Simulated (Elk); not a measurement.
# Polar Kerr effect of TiAu

How strongly does TiAu turn reflected light?

Main program and level: Elk 11.2.3 (patched build); LDA (Perdew-Wang); all-electron APW+lo, Dirac cores, scalar-relativistic bands with second-variational spin-orbit coupling.

Report form: the programs' logs are mostly left out.

### Step 1. Starting point

The structure is cubic, space group Pm-3m (No. 221). The conventional cell has a = 3.254 Å, b = 3.254 Å, c = 3.254 Å, α = 90.00°, β = 90.00°, γ = 90.00°. Ti has 8 Au at 2.82 Å nearest. Au has 8 Ti at 2.82 Å nearest. Farther neighbours are not listed.

### Step 2. Self-consistent run

In a ferromagnet the Kerr effect comes from exchange splitting and spin–orbit coupling together. The parallel order is imposed here; no other order was tried.

In this input [111] lies along z, the axis of the moments and of the light.

The last three numbers of an atom's line are a seed field in its sphere. It points against the wanted moment and shrinks by the factor reducebf each loop.

Input file elk.in:

```
tasks
  0
  15
  33
  73

xctype
  3

rgkmax
  8.5

nempty
  14

swidth
  0.002

reducebf
  0.5

epsengy
  1e-05

maxscl
  100

lmaxi
  3

stype
  0

nrmtscf
  0.5

spinpol
  .true.

spinorb
  .true.

cmagz
  .true.

sppath
  './'

avec
  4.84969653850 -1.29947227103 3.55022426747
  -1.29947227103 4.84969653850 3.55022426747
  -3.55022426747 -3.55022426747 3.55022426747

atoms
  2
  'Ti.in'
  1
  0.5000000000 0.5000000000 0.5000000000   0.000000 0.000000 -0.030000
  'Au.in'
  1
  0.0000000000 0.0000000000 0.0000000000   0.000000 0.000000 0.000000

ngridk
  8 8 8

plot3d
  0 0 0
  1 0 0
  0 1 0
  0 0 1
  17 17 17
```

Started as:

```console
$ OMP_NUM_THREADS=2 elk
```

Wall time 3.1 min (2 threads of Arm Neoverse V1, shared host); peak memory 0.11 GiB; 6.2 min of CPU time.

This step gave:

- density of states at the Fermi level: 4.107 states/eV/cell
- moment between the spheres: 0.07893 μB
- magnetization: 0.4714 μB
- final state: ferromagnetic
- largest moment: 0.3335 μB

After 34 cycles the largest moment stands at 0.334 μB.

Orbital moment <L> in the sphere by atom:

| atom | x (μB) | y (μB) | z (μB) | size |
| --- | --- | --- | --- | --- |
| Ti1 | 0.0000 | 0.0000 | 0.0317 | 0.0317 |
| Au2 | 0.0000 | 0.0000 | 0.0011 | 0.0011 |

### Step 3. States and momentum matrix elements on a finer mesh

Optical spectra need more k points than the density, so the states are solved once on a finer mesh in the saved potential.

Changes to elk.in since step 2:

```diff
@@ -1,6 +1,4 @@
 tasks
-  0
-  15
-  33
-  73
+  1
+  120
 
@@ -25,3 +23,3 @@
 maxscl
-  100
+  1
 
@@ -57,3 +55,3 @@
   1
-  0.5000000000 0.5000000000 0.5000000000   0.000000 0.000000 -0.030000
+  0.5000000000 0.5000000000 0.5000000000   0.000000 0.000000 -0.000030
   'Au.in'
@@ -63,9 +61,2 @@
 ngridk
-  8 8 8
-
-plot3d
-  0 0 0
-  1 0 0
-  0 1 0
-  0 0 1
-  17 17 17
+  12 12 12
```

Started as:

```console
$ OMP_NUM_THREADS=2 elk
```

It took 55 s on 2 threads; peak memory 0.31 GiB; 1.8 min of CPU time.

This step gave:

| Property | Result |
| --- | --- |
| magnetization | 0.4669 μB |
| largest moment | 0.3361 μB |

### Step 4. Optics with a broadening of 0.20 eV

The broadening stands for the lifetime of the excited states; it lowers and widens the peaks.

Changes to elk.in since step 3:

```diff
@@ -1,4 +1,4 @@
 tasks
-  1
-  120
+  121
+  122
 
@@ -14,3 +14,3 @@
 swidth
-  0.002
+  0.0075
 
@@ -23,3 +23,3 @@
 maxscl
-  1
+  100
 
@@ -41,2 +41,5 @@
 cmagz
+  .true.
+
+intraband
   .true.
@@ -62 +65,10 @@
   12 12 12
+
+wplot
+  240 100 0
+  0.00000 0.30000
+
+optcomp
+  1 1
+  1 2
+  3 3
```

Started as:

```console
$ OMP_NUM_THREADS=2 elk
```

Wall time 85 s (2 threads); peak memory 0.05 GiB.

Intraband term included. Polar Kerr angle against photon energy; values in degrees:

| photon energy (eV) | rotation | ellipticity |
| --- | --- | --- |
| 0.0 | 0 | 0 |
| 0.2 | -0.00347 | -0.0197 |
| 0.4 | 0.0229 | -0.0829 |
| 0.6 | 0.102 | -0.0590 |
| 0.8 | 0.149 | 0.0170 |
| 1.0 | 0.0507 | 0.0654 |
| 1.2 | 0.0710 | 0.0469 |
| 1.4 | 0.0187 | 0.0604 |
| 1.6 | -0.00546 | 0.0486 |
| 1.8 | -0.0325 | 0.0135 |
| 2.0 | -0.0220 | -0.0282 |
| 2.2 | -0.0138 | -0.0897 |
| 2.4 | 0.112 | -0.108 |
| 2.6 | 0.110 | -0.00586 |
| 2.8 | 0.102 | -0.0218 |
| 3.0 | 0.126 | -0.0181 |
| 3.2 | 0.194 | 0.0311 |
| 3.4 | 0.152 | 0.145 |
| 3.6 | 0.0868 | 0.163 |
| 3.8 | 0.0484 | 0.146 |
| 4.0 | 0.0221 | 0.175 |
| 4.2 | -0.102 | 0.145 |
| 4.4 | -0.0384 | 0.0406 |
| 4.6 | 0.0175 | 0.106 |
| 4.8 | -0.0575 | 0.178 |
| 5.0 | -0.184 | 0.101 |
| 5.2 | -0.137 | 0.0401 |
| 5.4 | -0.179 | -0.0208 |
| 5.6 | -0.0825 | -0.0327 |
| 5.8 | -0.122 | 0.0170 |
| 6.0 | -0.201 | -0.00901 |
| 6.2 | -0.288 | -0.0990 |
| 6.4 | -0.232 | -0.359 |
| 6.6 | 0.0116 | -0.356 |
| 6.8 | 0.0599 | -0.314 |
| 7.0 | 0.176 | -0.329 |
| 7.2 | 0.289 | -0.199 |
| 7.4 | 0.289 | -0.0742 |
| 7.6 | 0.218 | -0.0508 |
| 7.8 | 0.274 | -0.0120 |
| 8.0 | 0.340 | 0.117 |

Intraband term included. The optical conductivity by photon energy:

| photon energy (eV) | Re sigma xx (S/cm) | Im sigma xx (S/cm) | Re sigma xy (S/cm) | Im sigma xy (S/cm) | Re sigma zz (S/cm) | Im sigma zz (S/cm) |
| --- | --- | --- | --- | --- | --- | --- |
| 0.00 | 14974 | 0 | -51.3 | 0 | 15020 | 0 |
| 0.25 | 8417 | 5179 | -89.6 | 15.6 | 8434 | 5207 |
| 0.50 | 5983 | 4127 | -95.2 | -108 | 5995 | 4145 |
| 0.75 | 4626 | 3289 | 2.96 | -106 | 4626 | 3300 |
| 1.00 | 4120 | 2789 | 36.8 | -23.3 | 4118 | 2796 |
| 1.25 | 3232 | 2143 | 22.0 | -18.6 | 3238 | 2148 |
| 1.50 | 3214 | 1041 | 10.9 | -6.86 | 3211 | 1047 |
| 1.75 | 3525 | 807 | 8.50 | 2.78 | 3524 | 816 |
| 2.00 | 3370 | 547 | -2.42 | 7.16 | 3376 | 548 |
| 2.25 | 3487 | 84.2 | -17.1 | 15.4 | 3485 | 95.7 |
| 2.50 | 3788 | -173 | -30.1 | -12.0 | 3784 | -169 |
| 2.75 | 3867 | 46.4 | -18.3 | -11.1 | 3871 | 51.4 |
| 3.00 | 3444 | -252 | -20.1 | -10.3 | 3443 | -251 |
| 3.25 | 3427 | -912 | -30.3 | -22.2 | 3428 | -905 |
| 3.50 | 3723 | -1609 | -20.2 | -34.7 | 3721 | -1603 |
| 3.75 | 4317 | -2249 | -12.1 | -40.0 | 4313 | -2245 |
| 4.00 | 5293 | -2771 | -6.33 | -62.4 | 5289 | -2770 |
| 4.25 | 6689 | -2722 | 55.8 | -36.6 | 6685 | -2704 |
| 4.50 | 8013 | -2032 | 9.19 | -30.8 | 8001 | -2037 |
| 4.75 | 8375 | -709 | 64.5 | -63.2 | 8368 | -713 |
| 5.00 | 8524 | -289 | 109 | 21.5 | 8523 | -299 |
| 5.25 | 9309 | 548 | 77.8 | 45.7 | 9321 | 554 |
| 5.50 | 9595 | 2111 | 5.70 | 86.6 | 9581 | 2094 |
| 5.75 | 8866 | 3311 | 24.7 | 57.2 | 8871 | 3308 |
| 6.00 | 8010 | 4514 | 1.13 | 107 | 8017 | 4522 |
| 6.25 | 6667 | 4649 | -76.6 | 127 | 6669 | 4648 |
| 6.50 | 6228 | 4456 | -157 | 18.0 | 6223 | 4459 |
| 6.75 | 5776 | 4830 | -107 | -41.2 | 5777 | 4827 |
| 7.00 | 4944 | 4950 | -79.8 | -87.5 | 4944 | 4951 |
| 7.25 | 4237 | 4673 | -9.79 | -88.5 | 4242 | 4675 |
| 7.50 | 3907 | 4334 | 15.4 | -54.6 | 3908 | 4339 |
| 7.75 | 3606 | 4050 | 16.0 | -52.3 | 3604 | 4051 |
| 8.00 | 3443 | 3825 | 43.2 | -49.1 | 3441 | 3826 |

### Step 5. Optics with a broadening of 0.11 eV

Changes to elk.in since step 4:

```diff
@@ -14,3 +14,3 @@
 swidth
-  0.0075
+  0.004
```

Started as:

```console
$ OMP_NUM_THREADS=2 elk
```

Run time: 85 s. Hardware: 2 threads; peak memory 0.05 GiB; 2.8 min of CPU time.

Intraband term included. Table of polar Kerr angle by photon energy; values in degrees:

| photon energy (eV) | rotation | ellipticity |
| --- | --- | --- |
| 0.0 | 0 | 0 |
| 0.5 | 0.120 | -0.113 |
| 1.0 | -0.0354 | 0.103 |
| 1.5 | 0.0335 | 0.0538 |
| 2.0 | -0.0143 | -0.0305 |
| 2.5 | 0.246 | 0.00448 |
| 3.0 | 0.0938 | -0.0155 |
| 3.5 | 0.106 | 0.132 |
| 4.0 | 0.0839 | 0.169 |
| 4.5 | 0.0631 | 0.00863 |
| 5.0 | -0.340 | 0.0812 |
| 5.5 | -0.120 | -0.161 |
| 6.0 | -0.228 | 0.0183 |
| 6.5 | -0.0188 | -0.599 |
| 7.0 | 0.180 | -0.455 |
| 7.5 | 0.247 | 0.0738 |
| 8.0 | 0.513 | 0.124 |

### Step 6. Another try

A slip in the input shows what the program catches and what it lets pass.

Changes to elk.in since step 2:

```diff
@@ -2,5 +2,2 @@
   0
-  15
-  33
-  73
 
@@ -10,3 +7,3 @@
 rgkmax
-  8.5
+  high
 
@@ -64,8 +61 @@
   8 8 8
-
-plot3d
-  0 0 0
-  1 0 0
-  0 1 0
-  0 0 1
-  17 17 17
```

Started as:

```console
$ OMP_NUM_THREADS=2 elk
```

Run time: 0.01 s. Hardware: 2 threads; peak memory 0.05 GiB.

The input was rejected at the start.

The program's message: “Error(readinput): error reading from elk.in”

The fault put into the input: a word for a number.

The value must be typed in digits.

### Step 7. The strongest peak

The largest local extreme of the rotation above 0.5 eV, for majority spin along +z:

| broadening (eV) | energy (eV) | rotation (°) | ellipticity (°) | rotation at 1.96 eV (°) |
| --- | --- | --- | --- | --- |
| 0.20 | 7.99 | 0.341 | 0.109 | -0.024 |
| 0.11 | 6.29 | -0.525 | -0.209 | -0.026 |

### Step 8. Outcome

```
net spin moment             : 0.471 μB a cell
strongest peak above 0.5 eV : 0.34° at 8.0 eV
rotation at 1.96 eV         : -0.024°
```

In words: Above 0.5 eV the rotation peaks at 7.99 eV, with 0.34° for majority spin along +z at a broadening of 0.20 eV. The run's majority spin points along +z; the magnetisation points the other way, and the angle changes sign with it. The intraband term is included. Which peak is strongest changes with the broadening. These are independent-particle spectra on a 12×12×12 mesh, not shown converged. The smearing is not Fermi–Dirac, so its width is no temperature.

[Logs and program files are shortened in this print: banners, set-up blocks, solver, clock and traceback lines can be left out without a mark of their own.]

[Logs are printed without paths, hosts, clocks, repeated set-up lines and the standing remarks that a program may print on its own settings, such as how far it seeks lower states.]

[Hosts, paths, dates, database ids (printed as entryN), source tags and the programs' standing remarks are cut or masked in the printed files.]

[Where a cell is said to come from a database of computed structures, the database is the Materials Project.]
